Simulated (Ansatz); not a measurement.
# Phonons of Lu3TlC (Pm-3m) against volume, part 2 of 2

Aim: how the phonons of Lu3TlC (Pm-3m) shift with volume, and the thermal expansion that follows.

Ansatz 0.2.0; DFT PBEsol, scalar-relativistic, plane waves, PAW; PAW set soft_1.

So far, highest frequency on the path or at a solved wavevector (cm⁻¹): step 2 (response at finite wavevector) 546.

## 4. Phonons at the other volume, volume ratio 0.97

The phonons are repeated at this volume on the same k and q meshes.

The input, input.yaml:

```yaml
crystal:
  lattice:
    - [4.6646932416, 0.0, 0.0]
    - [0.0, 4.6646932416, 0.0]
    - [0.0, 0.0, 4.6646932416]
  atoms:
    - { symbol: Lu, position: [0.5, 0.0, 0.5] }
    - { symbol: Lu, position: [0.0, 0.5, 0.5] }
    - { symbol: Lu, position: [0.5, 0.5, 0.0] }
    - { symbol: Tl, position: [0.0, 0.0, 0.0] }
    - { symbol: C, position: [0.5, 0.5, 0.5] }
kpoints:
  mp_grid: { grid: [8, 8, 8] }
hamiltonian:
  xc: pbesol
  pseudopotentials: { kind: paw, azcp: { folder: soft_1 }, xc_functional: pbe }
scf:
  occupations: { method: methfessel_paxton, width: 0.2 }
output:
  eigenvalues: true
phonons:
  method: dfpt
  qmesh: [2, 2, 2]
  temperatures: { t_max: 1000, t_step: 50 }
  qpath:
    path:
      - [[0.0, 0.0, 0.0], [0.0, 0.5, 0.0], [0.5, 0.5, 0.0], [0.0, 0.0, 0.0], [0.5, 0.5, 0.5], [0.0, 0.5, 0.0]]
      - [[0.5, 0.5, 0.5], [0.5, 0.5, 0.0]]
    npoints: 10
```

Launch:

```sh
$ ansatz run input.yaml --threads 4 --pin off --max-ram 10240MiB --backend cpu --events-out ev --progress --plain --runs-dir out
```

Numbers of over 12 decimals in the logs are rounded to 6 here.

Output:

```text
[...]
Crystal: 5 atoms, lattice volume = 101.501 Å³
Basis set: ecut = 420 eV, 1935 PW (Γ), exchange–correlation on 64×64×64 points (8 copies of the dense FFT grid, shifted against one another)
Bands: 56, of which v1, the nominal top of the filled ones, is band 46 counted from 1 (45 counted from 0)
Symmetry: 48 space group operations
k-points: 35 of 512
[...]
SCF iter   1: F=—  HF=-55385.251307 eV  |F-HF|=—  |Δ(HF+E_count)|=         —  Δρ=6.08e-2  dr2=7.44e0  ethr=3.10e-3  ⟨swp⟩=7.2  Hψ=8595  notcnv=0
[...]
SCF iter  15: F=-55383.420008 eV  HF=-55383.420008 eV  |F-HF|=7.28e-12  |Δ(HF+E_count)|=    0.00e0  S|Δr|=    0.00e0  Δρ=5.04e-8  dr2=2.09e-12  ethr=1.00e-12  ⟨swp⟩=8.7  Hψ=13304  notcnv=0
SCF 1 converged in 15 iterations: F = -55383.420008 eV  dr2 = 2.09e-12
[...]
SCF iter  10: F=-55383.420008 eV  HF=-55383.420008 eV  |F-HF|=0.00e0  |Δ(HF+E_count)|=    0.00e0  S|Δr|=    0.00e0  Δρ=3.19e-8  dr2=1.04e-12  ethr=1.00e-12  ⟨swp⟩=4.7  Hψ=8980  notcnv=0
SCF 2 converged in 10 iterations: F = -55383.420008 eV  dr2 = 1.04e-12
[...]
NSCF: frozen V_eff on 35 k-points
[...]
SCF converged after 15 iterations
[...]
Free energy (F): -55383.420008 eV
[...]
Internal energy: -55383.424137 eV  (E = F + TS)
E sigma→0 (E₀):  -55383.421040 eV
Entropy (-TS):   0.004129 eV (0.826 meV/atom)
Fermi energy:    15.256765 eV
[...]
--- Band table (eV; the first three rows and the last of 35) ---
  k-point 0: bands = [... 42 lower, 14.7651, 14.8209, 14.8209, 15.3602, 15.3602, 15.3602, 17.6127, 17.6127, ... 6 higher]
  k-point 1: bands = [... 42 lower, 14.6698, 14.9755, 15.0915, 15.2698, 15.2698, 15.4017, 16.8179, 17.7810, ... 6 higher]
  k-point 2: bands = [... 42 lower, 14.4816, 14.4816, 15.0517, 15.0517, 15.4207, 15.5106, 16.6922, 18.2308, ... 6 higher]
  k-point 34: bands = [... 42 lower, 11.1931, 14.6460, 14.6460, 14.6460, 17.0270, 17.0270, 17.0270, 17.7332, ... 6 higher]
[...]
ASR residual: 3.891e-5 → 0.000e0 eV/Å²; symmetrization residual: 1.368e-6 eV/Å²
  ASR residual per site (eV/Å²): 1.96e-5 1.96e-5 1.96e-5 9.28e-7 3.89e-5
[...]
--- Phonons (arbitrary-q DFPT): 4 irreducible q on the 2×2×2 mesh ---
[...]
interpolated dispersion: 62 rows × 15 modes
[...]
```

It took 7.2 min on 4 threads of Arm Neoverse V2, shared host; peak memory 2.1 GiB.

This step gave:

| Quantity | Value |
| --- | --- |
| sum-rule residual before enforcement | 3.89e-5 eV/Å² |
| highest frequency on the path or at a solved wavevector | 565.2 cm⁻¹ |
| mean frequency | 177.9 cm⁻¹ |
| Debye temperature (second moment) | 447 K |
| logarithmic mean frequency | 128.5 cm⁻¹ |
| highest optical mode at the zone centre (no LO-TO term) | 393.3 cm⁻¹ |
| lowest optical zone-centre mode | 82.82 cm⁻¹ |
| lowest mode on the q mesh (acoustic modes at Γ apart) | 31.54 cm⁻¹ |
| zero-point energy per atom | 33.08 meV |
| heat capacity at 300 K | 22.73 J/(mol atoms K) |
| vibrational entropy at 300 K | 38.25 J/(mol atoms K) |
| edges of the widest gap between branches, on path and mesh | 208, 393.3 cm⁻¹ |

Frequencies (cm⁻¹) solved at each irreducible wavevector; negative means imaginary. Frequencies by wavevector, by row:

| q in reciprocal lattice units | star | mode 1 | mode 2 | mode 3 | mode 4 | mode 13 | mode 14 | mode 15 |
| --- | --- | --- | --- | --- | --- | --- | --- | --- |
| 0 0 0 | 1 | 0 | 0 | 0 | 82.8 | 393.3 | 393.3 | 393.3 |
| 0 0 -0.5 | 3 | 67.8 | 67.8 | 68.6 | 68.6 | 446.3 | 446.3 | 565.2 |
| 0 -0.5 -0.5 | 3 | 31.5 | 72.3 | 72.3 | 76.7 | 441.8 | 541.5 | 541.5 |
| -0.5 -0.5 -0.5 | 1 | 31.9 | 31.9 | 31.9 | 78.3 | 549.4 | 549.4 | 549.4 |

The highest optical mode at the zone centre (no LO-TO term) is 393.3 cm⁻¹, +10.9 cm⁻¹ against the base run.

## 5. Relaxing at another volume, volume ratio 1.03

The volume is scaled by 1.03 and held; symmetry leaves nothing to relax, so this is a single point. The modes can then be followed against volume.

input.yaml, the sections that differ from step 4:

```yaml
crystal:
  lattice:
    - [4.758954865, 0.0, 0.0]
    - [0.0, 4.758954865, 0.0]
    - [0.0, 0.0, 4.758954865]
  atoms:
    - { symbol: Lu, position: [0.5, 0.0, 0.5] }
    - { symbol: Lu, position: [0.0, 0.5, 0.5] }
    - { symbol: Lu, position: [0.5, 0.5, 0.0] }
    - { symbol: Tl, position: [0.0, 0.0, 0.0] }
    - { symbol: C, position: [0.5, 0.5, 0.5] }
output:
  forces: true
  stress: true
  eigenvalues: true
# kpoints, hamiltonian, scf: as in step 4
# phonons: removed
```

Output:

```text
[...]
Crystal: 5 atoms, lattice volume = 107.779 Å³
Basis set: ecut = 420 eV, 2103 PW (Γ), exchange–correlation on 64×64×64 points (8 copies of the dense FFT grid, shifted against one another)
Bands: 56, of which v1, the nominal top of the filled ones, is band 46 counted from 1 (45 counted from 0)
Symmetry: 48 space group operations
[...]
k-points: 35 of 512
[...]
k-point 0: bands = [... 42 lower, 13.6186, 13.8344, 13.8344, 14.4243, 14.4243, 14.4243, 16.4766, 16.4766, ... 5 higher]
  k-point 1: bands = [... 42 lower, 13.5423, 13.9810, 14.0464, 14.3180, 14.3180, 14.4653, 15.6253, 16.6555, ... 5 higher]
  k-point 2: bands = [... 42 lower, 13.3826, 13.3826, 14.0883, 14.0883, 14.4039, 14.5731, 15.5451, 17.1051, ... 5 higher]
  k-point 34: bands = [... 42 lower, 10.2917, 13.5951, 13.5951, 13.5951, 15.9147, 15.9147, 15.9147, 16.6590, ... 5 higher]
[key lines of the parts left out:]
SCF converged after 10 iterations
Free energy (F): -55383.422757 eV
Fermi energy:    14.282129 eV
P = ⅓ Tr σ = -2.6134 GPa (-26.134 kbar)
```

Wall time 3.7 s (4 threads); peak memory 0.54 GiB.

Numbers from this step:

| Item | Value |
| --- | --- |
| pressure | -2.613 GPa |
| volume per atom | 21.56 Å³ |

The run ends at a pressure of -2.61 GPa.

## 6. Phonons at the other volume, volume ratio 1.03

The phonons are repeated at this volume on the same k and q meshes.

input.yaml: that of step 5 with these lines changed.

```diff
@@ -19,4 +19,11 @@
 output:
-  forces: true
-  stress: true
   eigenvalues: true
+phonons:
+  method: dfpt
+  qmesh: [2, 2, 2]
+  temperatures: { t_max: 1000, t_step: 50 }
+  qpath:
+    path:
+      - [[0.0, 0.0, 0.0], [0.0, 0.5, 0.0], [0.5, 0.5, 0.0], [0.0, 0.0, 0.0], [0.5, 0.5, 0.5], [0.0, 0.5, 0.0]]
+      - [[0.5, 0.5, 0.5], [0.5, 0.5, 0.0]]
+    npoints: 10
```

Output:

```text
[...]
Crystal: 5 atoms, lattice volume = 107.779 Å³
Basis set: ecut = 420 eV, 2103 PW (Γ), exchange–correlation on 64×64×64 points (8 copies of the dense FFT grid, shifted against one another)
Bands: 56, of which v1, the nominal top of the filled ones, is band 46 counted from 1 (45 counted from 0)
Symmetry: 48 space group operations
k-points: 35 of 512
[...]
k-point 34: bands = [... 42 lower, 10.2917, 13.5951, 13.5951, 13.5951, 15.9147, 15.9147, 15.9147, 16.6590, ... 6 higher]
[...]
ASR residual: 2.443e-5 → 0.000e0 eV/Å²; symmetrization residual: 1.664e-6 eV/Å²
  ASR residual per site (eV/Å²): 1.19e-5 1.19e-5 1.19e-5 2.44e-5 1.32e-5
[...]
--- Phonons (arbitrary-q DFPT): 4 irreducible q on the 2×2×2 mesh ---
[...]
interpolated dispersion: 62 rows × 15 modes
[...]
[key lines of the parts left out:]
SCF converged after 15 iterations
Free energy (F): -55383.422757 eV
Fermi energy:    14.282164 eV
```

Elapsed: 7.8 min, on 4 threads; peak memory 2.1 GiB.

This step gave:

```yaml
sum_rule_residual_before_enforcement: 2.44e-5 eV/Å²
highest_frequency_on_the_path_or_at_a_solved_wavevector: 528 cm⁻¹
mean_frequency: 164.3 cm⁻¹
debye_temperature_second_moment: 413 K
logarithmic_mean_frequency: 118.8 cm⁻¹
highest_optical_mode_at_the_zone_centre_no_lo_to_term: 370.0 cm⁻¹
lowest_optical_zone_centre_mode: 73.56 cm⁻¹
lowest_mode_on_the_q_mesh_acoustic_modes_at_gamma_apart: 29.35 cm⁻¹
zero_point_energy_per_atom: 30.56 meV
heat_capacity_at_300_k: 22.99 J/(mol atoms K)
vibrational_entropy_at_300_k: 40.04 J/(mol atoms K)
edges_of_the_widest_gap_between_branches_on_path_and_mesh: 190.8, 370 cm⁻¹
```

The highest optical mode at the zone centre (no LO-TO term) is 370.0 cm⁻¹, -12.4 cm⁻¹ against the base run.

## 7. Grüneisen parameters

The Grüneisen parameter of a mode is minus the logarithmic change of its frequency with volume, −d ln ω / d ln V; weighted by heat capacity it gives the expansion.

Numbers from this step:

| Quantity | Value |
| --- | --- |
| bulk modulus | 94.1 GPa |

The phonon branches at the labelled points (cm⁻¹):

| point | branch 1 | branch 2 | branch 3 | branch 4 | branch 12 | branch 13 | branch 14 | branch 15 |
| --- | --- | --- | --- | --- | --- | --- | --- | --- |
| Γ | 0 | 0 | 0 | 78 | 144 | 382 | 382 | 382 |
| halfway | 41 | 41 | 61 | 76 | 152 | 406 | 406 | 471 |
| X | 65 | 65 | 66 | 66 | 158 | 428 | 428 | 546 |
| halfway | 51 | 69 | 69 | 70 | 171 | 424 | 476 | 534 |
| M | 30 | 70 | 70 | 72 | 183 | 420 | 521 | 521 |
| halfway | 48 | 54 | 68 | 72 | 162 | 415 | 474 | 474 |
| Γ | 0 | 0 | 0 | 78 | 144 | 382 | 382 | 382 |
| halfway | 54 | 54 | 59 | 74 | 170 | 475 | 475 | 475 |
| R | 32 | 32 | 32 | 75 | 199 | 529 | 529 | 529 |
| halfway | 49 | 56 | 60 | 72 | 180 | 477 | 477 | 530 |
| X | 65 | 65 | 66 | 66 | 158 | 428 | 428 | 546 |
| jump to R | 32 | 32 | 32 | 75 | 199 | 529 | 529 | 529 |
| halfway | 31 | 53 | 53 | 74 | 190 | 477 | 525 | 525 |
| M | 30 | 70 | 70 | 72 | 183 | 420 | 521 | 521 |

The same for volume x 0.97:

| point | branch 1 | branch 2 | branch 3 | branch 4 | branch 12 | branch 13 | branch 14 | branch 15 |
| --- | --- | --- | --- | --- | --- | --- | --- | --- |
| Γ | 0 | 0 | 0 | 83 | 149 | 393 | 393 | 393 |
| X | 68 | 68 | 69 | 69 | 166 | 446 | 446 | 565 |
| M | 32 | 72 | 72 | 77 | 191 | 442 | 542 | 542 |
| Γ | 0 | 0 | 0 | 83 | 149 | 393 | 393 | 393 |
| R | 32 | 32 | 32 | 78 | 208 | 549 | 549 | 549 |
| X | 68 | 68 | 69 | 69 | 166 | 446 | 446 | 565 |
| R | 32 | 32 | 32 | 78 | 208 | 549 | 549 | 549 |
| M | 32 | 72 | 72 | 77 | 191 | 442 | 542 | 542 |

The same for volume x 1.03:

```csv
point,branch 1,branch 2,branch 3,branch 4,branch 12,branch 13,branch 14,branch 15
Γ,0,0,0,74,139,370,370,370
X,63,63,63,63,150,410,410,528
M,29,68,68,68,175,398,501,501
Γ,0,0,0,74,139,370,370,370
R,32,32,32,72,191,509,509,509
X,63,63,63,63,150,410,410,528
R,32,32,32,72,191,509,509,509
M,29,68,68,68,175,398,501,501
```

Mode Grueneisen parameter -dln(w)/dln(V), modes matched by rank; at Γ the acoustic branches take the value of a neighbouring point of the path. The mode Grüneisen parameters at the labelled points ():

```
    point  branch 1  branch 2  branch 3  branch 4  branch 12  branch 13  branch 14  branch 15
        Γ      0.93      0.93      1.56      1.96       1.19       1.02       1.02       1.02
  halfway      1.01      1.01      1.59      1.58       1.54       1.24       1.24       1.09
        X      1.25      1.25      1.37      1.37       1.68       1.41       1.41       1.13
  halfway      0.88      1.53      1.30      1.40       1.43       1.57       1.34       1.21
        M      1.21      1.12      1.12      2.01       1.39       1.73       1.30       1.30
  halfway      1.20      1.13      0.88      1.77       1.36       1.41       1.21       1.21
        Γ      0.92      1.65      1.37      1.96       1.19       1.02       1.02       1.02
  halfway      1.18      1.18      0.60      1.82       1.30       1.30       1.30       1.30
        R      0.16      0.16      0.16      1.42       1.44       1.27       1.27       1.27
  halfway      0.72      0.90      1.04      1.53       1.35       1.39       1.39       1.25
        X      1.25      1.25      1.37      1.37       1.68       1.41       1.41       1.13
jump to R      0.16      0.16      0.16      1.42       1.44       1.27       1.27       1.27
  halfway      0.64      0.78      0.78      1.72       1.38       1.44       1.28       1.28
        M      1.21      1.12      1.12      2.01       1.39       1.73       1.30       1.30
```

(dS/dlnV)/C_V. Thermodynamic Grueneisen parameter against temperature:

```csv
temperature (K),thermodynamic Grueneisen parameter
50,1.27
100,1.29
150,1.3
200,1.30
250,1.30
300,1.30
350,1.30
400,1.30
450,1.30
500,1.30
550,1.30
600,1.30
650,1.30
700,1.30
750,1.30
800,1.30
850,1.30
900,1.30
950,1.30
1000,1.30
```

Gamma C_V/(B V) at the static volume. Volume expansion against temperature:

```
temperature (K)  volume expansion (1e-6/K)
             50                       12.2
            100                       18.7
            150                       21.5
            200                       23.2
            250                       24.4
            300                       25.1
            350                       25.6
            400                       26.0
            450                       26.3
            500                       26.5
            550                       26.7
            600                       26.8
            650                       26.9
            700                       26.9
            750                         27
            800                       27.1
            850                       27.1
            900                       27.1
            950                       27.2
           1000                       27.2
```

## 8. Results

| Property | Result |
| --- | --- |
| bulk modulus | 94.1 GPa |
| thermodynamic Grüneisen parameter at 300 K | 1.304 |
| volume expansion at 300 K, estimated | 25.13 × 10⁻⁶ K⁻¹ |

In words: By this estimate the volume grows by 25.1 × 10⁻⁶ per kelvin at 300 K. The highest optical mode at Γ goes from 393 to 370 cm⁻¹ as the cell grows, a Grüneisen parameter of 1.02. Mode parameters on the path run from 0.16 to 2.1, with a median of 1.3. Branches are matched by rank, so values near crossings are rough. The expansion is the Grüneisen estimate at the static volume, with the static bulk modulus. With no gap, or one that is small against the smearing, the frequencies hang on the k mesh and the smearing, most of all near Kohn anomalies. Spin-orbit coupling is left out, which can matter for the heavy elements here. The PAW files were made for PBE and serve the other functionals too. A phonon run warned that its eigensolver left some bands unconverged in a pass.

[Logs are printed without paths, hosts, clocks, repeated set-up lines and the standing remarks that a program may print on its own settings, such as how far it seeks lower states.]

[Hosts, paths, dates, database ids (printed as entryN), source tags and the programs' standing remarks are cut or masked in the printed files.]
